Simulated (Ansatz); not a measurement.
# Starting-point dependence of the GW gap of Cs2AgBiF6 (Fm-3m)

Aim: G0W0 for Cs2AgBiF6 (Fm-3m) on several starting functionals, at one mesh, band count and screening cutoff.

Method: G0W0 on several functionals, plane waves, PAW, in Ansatz 0.2.0.

Report form: the programs' logs are mostly left out.

In doubt: one-shot GW on d or f shells is unsure, so the values of those runs are not to be relied on; masses and optical values from hybrid runs of this build are listed as unsure (step 4), which bears on the screening that GW takes from such a start.

### 1. Set-up

The structure is cubic, space group Fm-3m (No. 225). The conventional cell has a = 9.348 Å, b = 9.348 Å, c = 9.348 Å, α = 90.00°, β = 90.00°, γ = 90.00°. Nearest to Cs lie 12 F at 3.31 Å. Nearest to Ag lie 6 F at 2.42 Å. Nearest to Bi lie 6 F at 2.26 Å. F has 1 Bi at 2.26 Å and 1 Ag at 2.42 Å and 4 Cs at 3.31 Å nearest. Farther neighbours and most contacts between anions are not listed.

The cell and positions are those that the Materials Project relaxed with its own functionals (PBE, PBE+U or r2SCAN), kept fixed. Spin-orbit coupling is left out unless a step names it.

### 2. G0W0 on PBE

G0W0 replaces the xc potential by the self-energy, built once from these orbitals. Only a window of levels is corrected, while the sums run over the empty bands that the input names. This step takes PAW set soft_1 files.

This step: G0W0 on PBE, plane waves, PAW; PAW set soft_1.

input.yaml reads:

```yaml
crystal:
  lattice:
    - [0.0, 4.6740694725, 4.6740694725]
    - [4.6740694725, 0.0, 4.6740694725]
    - [4.6740694725, 4.6740694725, 0.0]
  atoms:
    - { symbol: Cs, position: [0.75, 0.75, 0.75] }
    - { symbol: Cs, position: [0.25, 0.25, 0.25] }
    - { symbol: Ag, position: [0.5, 0.5, 0.5] }
    - { symbol: Bi, position: [0.0, 0.0, 0.0] }
    - { symbol: F, position: [0.75872864, 0.24127136, 0.24127136] }
    - { symbol: F, position: [0.24127136, 0.24127136, 0.75872864] }
    - { symbol: F, position: [0.24127136, 0.75872864, 0.75872864] }
    - { symbol: F, position: [0.24127136, 0.75872864, 0.24127136] }
    - { symbol: F, position: [0.75872864, 0.24127136, 0.75872864] }
    - { symbol: F, position: [0.75872864, 0.75872864, 0.24127136] }
kpoints:
  mp_grid: { grid: [4, 4, 4] }
hamiltonian:
  xc: pbe
  pseudopotentials: { kind: paw, azcp: { folder: soft_1 } }
scf:
  occupations: { method: fixed }
gw:
  n_empty_bands: 1027
  ecut_chi: 170.0
  qp_bands: [v3, c3]
  qp_kpoints: band_edges
  screening: { model: contour_deformation }
```

The run is started by

```sh
ansatz run input.yaml --threads 2 --pin off --max-ram 92160MiB --backend cuda --events-out ev --progress --plain --runs-dir out --devices 1 --max-vram 13GiB
```

Elapsed: 77 s, on 1 × NVIDIA H100 80GB HBM3 (shared by 6 runs) with 2 threads of AMD EPYC 7R13 (Zen 3), shared host; peak memory 3.5 GiB.

This step gave:

```yaml
bands_summed: 1074
rpa_eps_infinity_on_this_mesh_eigenvalues: 2.814, 2.814, 2.814
plane_waves_in_the_screening_matrix: 965
q_points_in_the_mesh: 64
g0w0_gap_on_the_mesh: 4.783 eV
k_of_the_valence_top: 0, -0.5, -0.5
k_of_the_conduction_bottom: 0, 0, -0.5
starting_gap_on_the_mesh: 2.698 eV
z_at_the_valence_top: 0.7602
z_at_the_conduction_bottom: 0.8288
least_direct_g0w0_gap_on_the_computed_points: 5.721 eV
```

The gap on the mesh goes from 2.70 eV to 4.78 eV, a correction of +2.08 eV. Between the two edge states, bare exchange in place of the xc potential would open the gap by 10.05 eV, and correlation takes back 7.97 eV.

### 3. G0W0 on r2SCAN

One-shot GW remembers its start. Another functional's orbitals and levels show by how much.

This step: G0W0 on r2SCAN, plane waves, PAW; PAW set soft_1.

Changes to input.yaml since step 2:

```diff
@@ -19,3 +19,3 @@
 hamiltonian:
-  xc: pbe
+  xc: r2scan
   pseudopotentials: { kind: paw, azcp: { folder: soft_1 } }
```

Elapsed: 95 s, on 1 × NVIDIA H100 80GB HBM3 (shared by 6 runs) with 2 threads; peak memory 4 GiB; 2.5 min of CPU time.

This step gave:

- bands summed: 1074
- RPA ε∞ on this mesh (eigenvalues): 2.586, 2.586, 2.586
- plane waves in the screening matrix: 965
- q-points in the mesh: 64
- G0W0 gap on the mesh: 5.135 eV
- k of the valence top: 0, -0.5, -0.5
- k of the conduction bottom: 0, 0, -0.5
- starting gap on the mesh: 3.186 eV
- Z at the valence top: 0.7786
- Z at the conduction bottom: 0.8439
- least direct G0W0 gap on the computed points: 6.081 eV

Against the run with 4×4×4 mesh, 1027 empty bands, screening to 170 eV, PAW set soft_1 files on PBE, the gap moves by +0.35 eV, while the start moved by +0.49 eV.

### 4. G0W0 on HSE06

This step: G0W0 on HSE06, plane waves, PAW; PAW set soft_1.

Changes to input.yaml since step 3:

```diff
@@ -19,3 +19,3 @@
 hamiltonian:
-  xc: r2scan
+  xc: hse06
   pseudopotentials: { kind: paw, azcp: { folder: soft_1 } }
```

The job ended after 3.2 min (1 × NVIDIA H100 80GB HBM3 (shared by 6 runs) with 2 threads; peak memory 3.8 GiB).

This step gave:

* bands summed: 1074
* RPA ε∞ on this mesh (eigenvalues): 2.347, 2.347, 2.347
* plane waves in the screening matrix: 965
* G0W0 gap on the mesh: 5.663 eV
* k of the valence top: 0, -0.5, -0.5
* k of the conduction bottom: 0, 0, -0.5
* starting gap on the mesh: 4.307 eV
* least direct G0W0 gap on the computed points: 6.629 eV

Against the run with 4×4×4 mesh, 1027 empty bands, screening to 170 eV, PAW set soft_1 files on r2SCAN, the gap moves by +0.53 eV, while the start moved by +1.12 eV.

### 5. Side by side

All on the 4×4×4 mesh with 1027 empty bands and screening to 170 eV. Times are wall times on 1 × NVIDIA H100 80GB HBM3 (shared by 6 runs) with 2 threads of AMD EPYC 7R13 (Zen 3), shared host, good to a factor of about two.

```tsv
start	starting gap (eV)	shift (eV)	G0W0 gap (eV)	RPA ε∞ (harmonic mean)	Z (valence, conduction)	time
PBE	2.70	+2.08	4.78	2.81	0.76, 0.83	77 s
r2SCAN	3.19	+1.95	5.14	2.59	0.78, 0.84	95 s
HSE06	4.31	+1.36	5.66	2.35	0.81, 0.86	3.2 min
```

The parts of the quasiparticle energy at the two band edges (eV; QP = start + Σx + Σc − Vxc):

```tsv
run	edge	start	Σx	Σc	Vxc	Z	QP
PBE	valence top	6.04	-34.11	4.35	-28.49	0.76	4.78
PBE	conduction bottom	8.74	-9.12	-3.62	-13.55	0.83	9.56
r2SCAN	valence top	5.75	-34.31	4.14	-29.08	0.78	4.65
r2SCAN	conduction bottom	8.94	-8.79	-3.53	-13.18	0.84	9.79
HSE06	valence top	4.95	-33.56	3.56	-29.39	0.81	4.34
HSE06	conduction bottom	9.25	-8.63	-3.36	-12.74	0.86	10.00
```

For a hybrid start, Vxc holds its share of exact exchange.

### 6. Results

```
G0W0@PBE     : 4.78 eV (start 2.70 eV)
G0W0@r2SCAN  : 5.14 eV (start 3.19 eV)
G0W0@HSE06   : 5.66 eV (start 4.31 eV)
known limits : not at the basis limit; d shell near the gap, gap tends to lie low; no spin-orbit coupling
```

**Reading.** The starting gaps span 1.61 eV and the G0W0 gaps 0.88 eV. Between PBE and HSE06, 0.88 eV of the 1.61 eV survives, 55 %. HSE06 screens less than PBE (ε∞ 2.35 against 2.81). Of the 0.88 eV by which its G0W0 gap is higher, the correlation part gives +1.05 eV, and exchange with the one-particle terms, which follow the orbitals, −0.17 eV. The smallest correction, +1.36 eV, is on HSE06, the start nearest to reproducing itself. Bands and cutoff are finite, so the gap is not at the basis limit. The miss can reach some tenths of an eV and take either sign; the mesh is an error of its own. Where an edge is built on 6p states of lead, bismuth or thallium, scalar-relativistic gaps usually stand too wide, by a few tenths to over one eV. A d shell, filled or nearly so, lies near the gap. One-shot GW converges very slowly in bands there, not always from below, and on a semilocal start the gap tends to come out low; starts rich in exact exchange can overshoot instead. The many-body steps are scalar-relativistic: spin-orbit coupling is not in them.

[Paths, hosts, dates, memory and timing lines, banners, echoed tables and standing remarks are left out of the program output.]

[Logs are printed without paths, hosts, clocks, repeated set-up lines and the standing remarks that a program may print on its own settings, such as how far it seeks lower states.]

[Runs of the session that timed out or met a known fault of the program may be left out.]

[Cells called generated may have been cut or substituted from an entry of the Crystallography Open Database or the Materials Project.]

[Hosts, paths, dates, database ids (printed as entryN), source tags and the programs' standing remarks are cut or masked in the printed files.]
